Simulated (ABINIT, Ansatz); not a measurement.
## Sr2AlSbO6 (Fm-3m): one start, several treatments of the self-energy

Aim: compare treatments of exchange, screening and correlation for the gap of Sr2AlSbO6 (Fm-3m).

Calculated with ABINIT 10.8.3; LDA and many-body steps on it, plane waves.

**1. The structure**

It takes space group Fm-3m (No. 225, cubic). Conventional cell: a = 7.857 Å, b = 7.857 Å, c = 7.857 Å, α = 90.00°, β = 90.00°, γ = 90.00°. Sr has 12 O at 2.78 Å nearest. Nearest to Al lie 6 O at 1.93 Å. Nearest to Sb lie 6 O at 2.00 Å. Nearest to O lie 1 Al at 1.93 Å and 1 Sb at 2.00 Å and 4 Sr at 2.78 Å. Farther neighbours and most contacts between anions are not listed.

The cell and positions are those that the Materials Project relaxed with its own functionals (PBE, PBE+U or r2SCAN), kept fixed. Spin-orbit coupling is left out unless a step names it.

**2. Empty states on the mesh, 2×2×2 mesh, 260 bands**

This step: ABINIT 10.8.3; DFT, LDA, plane waves, norm-conserving pseudopotentials.

The sums over transitions need many empty states on a uniform mesh; this step solves for them.

The input, run.abi:

```
acell 3*1.0 Angstrom
rprim 
  0.000000000000 3.928638000000 3.928638000000
  3.928638000000 0.000000000000 3.928638000000
  3.928638000000 3.928638000000 0.000000000000
ntypat 4
znucl 38 13 51 8
natom 10
typat 1 1 2 3 4 4 4 4 4 4
xred 
  0.250000000000 0.250000000000 0.250000000000
  0.750000000000 0.750000000000 0.750000000000
  0.000000000000 0.000000000000 0.000000000000
  0.500000000000 0.500000000000 0.500000000000
  0.753917000000 0.246083000000 0.246083000000
  0.246083000000 0.753917000000 0.753917000000
  0.246083000000 0.753917000000 0.246083000000
  0.753917000000 0.246083000000 0.753917000000
  0.246083000000 0.246083000000 0.753917000000
  0.753917000000 0.753917000000 0.246083000000
pp_dirpath "pseudos"
pseudos "Sr.upf, Al.upf, Sb.upf, O.upf"
ecut 42
ngkpt 2 2 2
nshiftk 1
shiftk 0 0 0
kptopt 1
chksymbreak 0
iscf -2
irdden 1
istwfk *1
nband 260
nbdbuf 22
tolwfr 1e-09
nstep 60
prtvol 0
indata_prefix "in"
outdata_prefix "out"
tmpdata_prefix "tmp"
```

Started as:

```
> OMP_NUM_THREADS=1 mpirun -n 4 abinit run.abi > log
```

Numbers of over 12 decimals in the logs are rounded to 6 here.

The program printed:

```text
.Version 10.8.3 of ABINIT. v10.8.2 released Aug 2026.

 Symmetries : space group Fm -3 m (#225); Bravais cF (face-center cubic)
[... echo of the input left out ...]
== DATASET  1 ==================================================================
-   mpi_nproc: 4, omp_nthreads: 1 (-1 if OMP is not activated)
-    --> not optimal distribution: autoparal keyword recommended in input file <--

--- !DatasetInfo
iteration_state: {dtset: 1, }
dimensions: {natom: 10, nkpt: 3, mband: 260, nsppol: 1, nspinor: 1, nspden: 1, mpw: 10777, }
cutoff_energies: {ecut:  42.0, pawecutdg:  -1.0, }
[...]
2.89037    2.92476    2.92476    2.92476    2.94768    2.94768    2.94930    2.94930
   2.94930    2.96815    2.96816    2.96927    2.96927    2.96929    2.99079    2.99080
   2.99105    3.00146    3.02860    3.02917
 prteigrs : prtvol=0 or 1, do not print more k-points.

== END DATASET(S) ==============================================================
================================================================================

 -outvars: echo values of variables after computation  --------
            nband         260
             nkpt           3
          spgroup         225
 [... the other variables as echoed above ...]

 Calculation completed.
```

Run time: 4.3 min. Hardware: 4 MPI ranks of Arm Neoverse N1, shared host; peak memory 0.51 GiB.

This step gave:

| Item | Value |
| --- | --- |
| gap | 1.771 eV |
| k of the valence top | 0, 0, 0 |
| k of the conduction bottom | 0, 0, 0 |
| least direct gap | 1.771 eV |
| k points computed | 3 |
| lowest point of the top converged band, above the valence top | 69.9749 eV |

On this mesh the gap is 1.771 eV.

The density comes from a self-consistent run that is not shown.

**3. Screening, 2×2×2 mesh, 121 bands, screening to 114.3 eV**

The RPA dielectric matrix is built and inverted for each q.

This step: RPA screening on LDA, plane waves, norm-conserving pseudopotentials.

Changes to run.abi since step 2:

```diff
@@ -28,10 +28,11 @@
 chksymbreak 0
-iscf -2
-irdden 1
 istwfk *1
-nband 260
-nbdbuf 22
-tolwfr 1e-09
-nstep 60
-prtvol 0
+occopt 1
+irdwfk 1
+optdriver 3
+nband 121
+ecuteps 4.2
+inclvkb 2
+awtr 1
+symchi 1
 indata_prefix "in"
```

The program printed:

```text
.Version 10.8.3 of ABINIT. v10.8.2 released Aug 2026.

 Symmetries : space group Fm -3 m (#225); Bravais cF (face-center cubic)
[... echo of the input left out ...]
== DATASET  1 ==================================================================
-   mpi_nproc: 4, omp_nthreads: 1 (-1 if OMP is not activated)

--- !DatasetInfo
iteration_state: {dtset: 1, }
dimensions: {natom: 10, nkpt: 3, mband: 121, nsppol: 1, nspinor: 1, nspden: 1, mpw: 10777, }
cutoff_energies: {ecut:  42.0, pawecutdg:  -1.0, }
electrons: {nelect:   8.20000000E+01, charge:   0.00000000E+00, occopt:   1.00000000E+00, tsmear:   1.00000000E-02, }

 SCREENING: Calculation of the susceptibility and dielectric matrices

 Based on a program developped by R.W. Godby, V. Olevano, G. Onida, and L. Reining.
 Incorporated in ABINIT by V. Olevano, G.-M. Rignanese, and M. Torrent.
.Using double precision arithmetic ; gwpc =  8

[... cell and pseudopotentials left out ...]
--------------------------------------------------------------------------------

 ==== K-mesh for the wavefunctions ====
 Number of points in the irreducible wedge :     3
[... list of points left out ...]
 Together with 48 symmetry operations and time-reversal symmetry
 yields     8 points in the full Brillouin Zone.

 ==== Q-mesh for the screening function ====
 Number of points in the irreducible wedge :     3
[... list of points left out ...]
 Together with 48 symmetry operations and time-reversal symmetry
 yields     8 points in the full Brillouin Zone.

 setmesh: FFT mesh size selected  =    40x   40x   40
          total number of points  =        64000

 vcoul_init : cutoff-mode = AUXILIARY_FUNCTION
 q-points for optical limit:   1
     1)      0.000010    0.000020    0.000030

- screening: taking advantage of time-reversal symmetry
- Maximum band index for partially occupied states nbvw = 41
- Remaining bands to be divided among processors   nbcw = 80
- Number of bands treated by each node ~20

 Number of electrons calculated from density =   82.0000; Expected =   82.0000
 average of density, n =  0.100198
 r_s =    1.3356
 omega_plasma =   30.5342 [eV]

 calculating chi0 at frequencies [eV] :
  1    0.000000E+00    0.000000E+00
  2    0.000000E+00    3.053418E+01

--------------------------------------------------------------------------------
  q-point number  1        q = ( 0.000000, 0.000000, 0.000000) [r.l.u.]
--------------------------------------------------------------------------------
[... chi0 elements left out ...]
 For q-point:  0.000010 0.000020 0.000030
  dielectric constant =   4.9119
  dielectric constant without local fields =   5.3297

  Average fulfillment of the sum rule on Im[epsilon] for q-point    1 :     40.50  [%]
[... wings left out ...]
  q-point number  2        q = ( 0.500000, 0.000000, 0.000000) [r.l.u.]
--------------------------------------------------------------------------------
[... chi0 elements left out ...]
  Average fulfillment of the sum rule on Im[epsilon] for q-point    2 :     47.27  [%]

 [... 1 further q-points ...]
```

The job ended after 76 s (4 MPI ranks; peak memory 1.7 GiB).

This step gave:

- ε∞ with local fields, on this mesh, along the program's q direction: 4.912
- the same without local fields: 5.330
- plasma frequency: 30.53 eV
- plane waves in the screening matrix: 331

Local fields lower ε∞ by 8 %. On a Γ-centred mesh this coarse the value itself is usually too large, while a short band sum pulls it down.

**4. G0W0, Godby-Needs plasmon pole**

The self-energy is evaluated for the states that the input lists, and the levels follow from it, in one-shot runs by the linearised quasiparticle equation.

This step: G0W0 on LDA, plane waves, norm-conserving pseudopotentials.

Changes to run.abi since step 3:

```diff
@@ -31,8 +31,15 @@
 irdwfk 1
-optdriver 3
+optdriver 4
 nband 121
+gwcalctyp 0
+ecutsigx 42
+symsigma 1
+nkptgw 1
+kptgw 
+  0.0000000000 0.0000000000 0.0000000000
+bdgw 
+  39 44
 ecuteps 4.2
-inclvkb 2
-awtr 1
-symchi 1
+irdscr 1
+ppmodel 1
 indata_prefix "in"
```

The program printed:

```text
.Version 10.8.3 of ABINIT. v10.8.2 released Aug 2026.

 Symmetries : space group Fm -3 m (#225); Bravais cF (face-center cubic)
[... echo of the input left out ...]
== DATASET  1 ==================================================================
-   mpi_nproc: 4, omp_nthreads: 1 (-1 if OMP is not activated)

--- !DatasetInfo
iteration_state: {dtset: 1, }
dimensions: {natom: 10, nkpt: 3, mband: 121, nsppol: 1, nspinor: 1, nspden: 1, mpw: 10777, }
cutoff_energies: {ecut:  42.0, pawecutdg:  -1.0, }
electrons: {nelect:   8.20000000E+01, charge:   0.00000000E+00, occopt:   1.00000000E+00, tsmear:   1.00000000E-02, }

 SIGMA: Calculation of the GW corrections

 Based on a program developped by R.W. Godby, V. Olevano, G. Onida, and L. Reining.
 Incorporated in ABINIT by V. Olevano, G.-M. Rignanese, and M. Torrent.
.Using double precision arithmetic ; gwpc =  8

[... cell and pseudopotentials left out ...]
--------------------------------------------------------------------------------

 ==== K-mesh for the wavefunctions ====
 Number of points in the irreducible wedge :     3
[... list of points left out ...]
 Together with 48 symmetry operations and time-reversal symmetry
 yields     8 points in the full Brillouin Zone.

 ==== Q-mesh for screening function ====
 Number of points in the irreducible wedge :     3
[... list of points left out ...]
 Together with 48 symmetry operations and time-reversal symmetry
 yields     8 points in the full Brillouin Zone.

 vcoul_init : cutoff-mode = AUXILIARY_FUNCTION
 q-points for optical limit:   1
     1)      0.000010    0.000020    0.000030
 setmesh: FFT mesh size selected  =    64x   64x   64
          total number of points  =       262144

 Number of electrons calculated from density =   82.0000; Expected =   82.0000
 average of density, n =  0.100198
 r_s =    1.3356
 omega_plasma =   30.5342 [eV]

 === KS Band Gaps ===
  >>>> For spin  1
   Minimum direct gap =   1.7713 [eV], located at k-point      :   0.0000  0.0000  0.0000
   Fundamental gap    =   1.7713 [eV], Top of valence bands at :   0.0000  0.0000  0.0000
                                       Bottom of conduction at :   0.0000  0.0000  0.0000
 SIGMA fundamental parameters:
 PLASMON POLE MODEL  1
 number of plane-waves for SigmaX                10777
 number of plane-waves for SigmaC and W            331
 number of plane-waves for wavefunctions         10777
 number of bands                                   121
 number of independent spin polarizations            1
 number of spinorial components                      1
 number of k-points in IBZ                           3
 number of q-points in IBZ                           3
 number of symmetry operations                      48
 number of k-points in BZ                            8
 number of q-points in BZ                            8
 number of frequencies for dSigma/dE                 9
 frequency step for dSigma/dE [eV]                0.25
 number of omega for Sigma on real axis              0
 max omega for Sigma on real axis  [eV]           0.00
 zcut for avoiding poles [eV]                     0.10

 EPSILON^-1 parameters (SCR file):
 dimension of the eps^-1 matrix on file            331
 dimension of the eps^-1 matrix used               331
 number of plane-waves for wavefunctions         10777
 number of bands                                   121
 number of q-points in IBZ                           3
 number of frequencies                               2
 number of real frequencies                          1
 number of imag frequencies                          1

 matrix elements of self-energy operator (all in [eV])

 Perturbative Calculation

--- !SelfEnergy_ee
iteration_state: {dtset: 1, }
kpoint     : [   0.000,    0.000,    0.000, ]
spin       : 1
KS_gap     :    1.771
QP_gap     :    3.867
Delta_QP_KS:    2.095
data: !SigmaeeData |
     Band     E0 <VxcDFT>   SigX SigC(E0)      Z dSigC/dE  Sig(E)    E-E0       E
       39   6.792 -20.022 -25.195   5.091   0.795  -0.258 -20.088  -0.065   6.726
       40   6.792 -20.022 -25.195   5.091   0.795  -0.258 -20.088  -0.065   6.726
       41   6.792 -20.022 -25.195   5.091   0.795  -0.258 -20.088  -0.065   6.726
       42   8.563 -16.994 -12.134  -2.441   0.839  -0.192 -14.965   2.030  10.593
       43  12.062 -10.970  -5.362  -3.387   0.867  -0.154  -9.045   1.926  13.988
       44  12.062 -10.970  -5.362  -3.387   0.867  -0.154  -9.045   1.926  13.988

== END DATASET(S) ==============================================================
================================================================================

 -outvars: echo values of variables after computation  --------
           etotal      0.0000000000E+00
            nband         121
             nkpt           3
          spgroup         225
 [... the other variables as echoed above ...]

 Calculation completed.
```

Wall time 14 s (4 MPI ranks); peak memory 1.3 GiB.

This step gave:

```yaml
g0w0_gap_on_the_points_computed: 3.867 eV
starting_gap_on_the_mesh: 1.771 eV
k_of_the_valence_top: 0, 0, 0
k_of_the_conduction_bottom: 0, 0, 0
z_at_the_valence_top: 0.795
z_at_the_conduction_bottom: 0.839
least_direct_g0w0_gap_on_the_computed_points: 3.867 eV
```

The gap on the mesh goes from 1.77 eV to 3.87 eV, a correction of +2.10 eV.

**5. G0W0, von der Linden-Horsch plasmon pole**

Changes to run.abi since step 4:

```diff
@@ -43,3 +43,3 @@
 irdscr 1
-ppmodel 1
+ppmodel 3
 indata_prefix "in"
```

The program printed:

```text
.Version 10.8.3 of ABINIT. v10.8.2 released Aug 2026.

 Symmetries : space group Fm -3 m (#225); Bravais cF (face-center cubic)
[... echo of the input left out ...]
== DATASET  1 ==================================================================
-   mpi_nproc: 4, omp_nthreads: 1 (-1 if OMP is not activated)

--- !DatasetInfo
iteration_state: {dtset: 1, }
dimensions: {natom: 10, nkpt: 3, mband: 121, nsppol: 1, nspinor: 1, nspden: 1, mpw: 10777, }
cutoff_energies: {ecut:  42.0, pawecutdg:  -1.0, }
electrons: {nelect:   8.20000000E+01, charge:   0.00000000E+00, occopt:   1.00000000E+00, tsmear:   1.00000000E-02, }

 SIGMA: Calculation of the GW corrections

 Based on a program developped by R.W. Godby, V. Olevano, G. Onida, and L. Reining.
 Incorporated in ABINIT by V. Olevano, G.-M. Rignanese, and M. Torrent.
.Using double precision arithmetic ; gwpc =  8

[... cell and pseudopotentials left out ...]
--------------------------------------------------------------------------------

 ==== K-mesh for the wavefunctions ====
 Number of points in the irreducible wedge :     3
[... list of points left out ...]
 Together with 48 symmetry operations and time-reversal symmetry
 yields     8 points in the full Brillouin Zone.

 ==== Q-mesh for screening function ====
 Number of points in the irreducible wedge :     3
[... list of points left out ...]
 Together with 48 symmetry operations and time-reversal symmetry
 yields     8 points in the full Brillouin Zone.

 vcoul_init : cutoff-mode = AUXILIARY_FUNCTION
 q-points for optical limit:   1
     1)      0.000010    0.000020    0.000030
 setmesh: FFT mesh size selected  =    64x   64x   64
          total number of points  =       262144

 Number of electrons calculated from density =   82.0000; Expected =   82.0000
[...]
number of k-points in BZ                            8
 number of q-points in BZ                            8
 number of frequencies for dSigma/dE                 9
 frequency step for dSigma/dE [eV]                0.25
 number of omega for Sigma on real axis              0
 max omega for Sigma on real axis  [eV]           0.00
 zcut for avoiding poles [eV]                     0.10

 EPSILON^-1 parameters (SCR file):
 dimension of the eps^-1 matrix on file            331
 dimension of the eps^-1 matrix used               331
 number of plane-waves for wavefunctions         10777
 number of bands                                   121
 number of q-points in IBZ                           3
 number of frequencies                               2
 number of real frequencies                          1
 number of imag frequencies                          1

 matrix elements of self-energy operator (all in [eV])

 Perturbative Calculation

--- !SelfEnergy_ee
iteration_state: {dtset: 1, }
kpoint     : [   0.000,    0.000,    0.000, ]
spin       : 1
KS_gap     :    1.771
QP_gap     :    3.888
Delta_QP_KS:    2.117
data: !SigmaeeData |
     Band     E0 <VxcDFT>   SigX SigC(E0)      Z dSigC/dE  Sig(E)    E-E0       E
       39   6.792 -20.022 -25.195   5.067   0.857  -0.166 -20.113  -0.091   6.701
       40   6.792 -20.022 -25.195   5.067   0.857  -0.166 -20.113  -0.091   6.701
       41   6.792 -20.022 -25.195   5.067   0.857  -0.166 -20.113  -0.091   6.701
       42   8.563 -16.994 -12.134  -2.578   0.887  -0.127 -14.969   2.026  10.589
       43  12.062 -10.970  -5.362  -3.562   0.909  -0.100  -9.110   1.861  13.923
       44  12.062 -10.970  -5.362  -3.562   0.909  -0.100  -9.110   1.861  13.923

== END DATASET(S) ==============================================================
================================================================================

 -outvars: echo values of variables after computation  --------
           etotal      0.0000000000E+00
            nband         121
             nkpt           3
          spgroup         225
 [... the other variables as echoed above ...]

 Calculation completed.
```

Elapsed: 11 s, on 4 MPI ranks; peak memory 1.3 GiB.

Numbers from this step:

- G0W0 gap on the points computed: 3.888 eV
- starting gap on the mesh: 1.771 eV
- k of the valence top: 0, 0, 0
- k of the conduction bottom: 0, 0, 0
- Z at the valence top: 0.857
- Z at the conduction bottom: 0.887
- least direct G0W0 gap on the computed points: 3.888 eV

Against G0W0 in ABINIT (2×2×2 mesh, 121 bands, screening to 114.3 eV, Godby-Needs plasmon pole), the gap moves by +0.021 eV.

(Part 1 of 2 ends here.)

[Paths, hosts, dates, memory and timing lines, banners, echoed tables and standing remarks are left out of the program output.]

[Logs are printed without paths, hosts, clocks, repeated set-up lines and the standing remarks that a program may print on its own settings, such as how far it seeks lower states.]

[Runs of the session that timed out or met a known fault of the program may be left out.]

[No measured gap is set beside runs whose start may be inverted or whose files or cutoffs have a known fault.]

[Hosts, paths, dates, database ids (printed as entryN), source tags and the programs' standing remarks are cut or masked in the printed files.]

[G0W0 gaps are taken among the corrected bands and points alone; a level outside them can change the order at an edge.]

[Where Ansatz stands beside ABINIT at settings called matched, ABINIT's density can come from a denser mesh and the files from another edition; pairs whose starting gaps differed by over 0.03 eV were left out, so agreement reads better than it is.]
